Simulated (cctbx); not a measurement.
# CdBi2O5 across an absorption edge

Space group P2_1/c (no. 14), a = 5.8520 Å, b = 11.9970 Å, c = 8.8740 Å, α = 90.00°, β = 109.69°, γ = 90.00°.

```
atom  mult.       x       y       z  Ueq (Å²)
 Bi1      4  0.9496  0.5972  0.3562    0.0087
 Bi2      4  0.1294  0.8681  0.4584    0.0063
 Cd1      4  0.5567  0.5870  0.6703    0.0128
  O1      4  0.1811  0.2973  0.1547    0.0232
  O2      4  0.7080  0.0392  0.6834    0.0176
  O3      4  0.7726  0.9796  0.0137    0.0147
  O4      4  0.2942  0.7882  0.0070    0.0171
  O5      4  0.8299  0.4543  0.8339    0.0177
```

This is a model crystal, built by substitution and not relaxed, with assumed displacement parameters.

Calculated with cctbx: free-atom f′ and f″ from the Sasaki tables, no fine structure; amplitudes in electrons.

| E (eV) | F 0 3 1 | F 0 1 1 | F 0 0 2 | F 1 2 0 |
| --- | --- | --- | --- | --- |
| 26111 | 174.7 | 29.7 | 116.9 | 16.7 |
| 26461 | 174.8 | 28.4 | 118.6 | 18.0 |
| 26591 | 174.9 | 27.3 | 120.0 | 19.1 |
| 26651 | 175.0 | 26.2 | 121.4 | 20.1 |
| 26681 | 175.1 | 25.2 | 122.7 | 21.2 |
| 26696 | 175.2 | 24.2 | 124.0 | 22.2 |
| 26703 | 175.2 | 23.4 | 125.1 | 23.1 |
| 26707 | 175.3 | 22.4 | 126.4 | 24.0 |
| 26715 | 175.4 | 21.0 | 127.8 | 25.1 |
| 26719 | 175.3 | 22.4 | 125.9 | 23.6 |
| 26726 | 175.2 | 23.9 | 124.1 | 22.1 |
| 26741 | 175.1 | 25.1 | 122.5 | 20.8 |
| 26771 | 175.0 | 26.2 | 121.0 | 19.6 |
| 26861 | 174.9 | 27.7 | 119.0 | 18.1 |
| 27111 | 174.8 | 29.4 | 116.9 | 16.4 |

**Question.** Which edge is crossed, and why do the reflections move as they do?

The K edge of Cd. The edge is at 26711 eV. f′ of Cd falls from -4.8 e at 26591 eV to -7.8 e at 4 eV below it, and f″ steps from 0.56 to 3.60 e across it. Over that approach |F| changes by +0 % (0 3 1), -18 % (0 1 1), +5 % (0 0 2) and +26 % (1 2 0): a reflection falls where Cd scatters in phase with the total and rises where it scatters against it; it hardly moves where the Cd term is small or cancels by symmetry. Above the edge the larger f″ enters the imaginary part, where it can add to or cancel the other atoms' f″. The structure is centrosymmetric, so Friedel mates stay equal.

[Logs are printed without paths, hosts, clocks, repeated set-up lines and the standing remarks that a program may print on its own settings, such as how far it seeks lower states.]
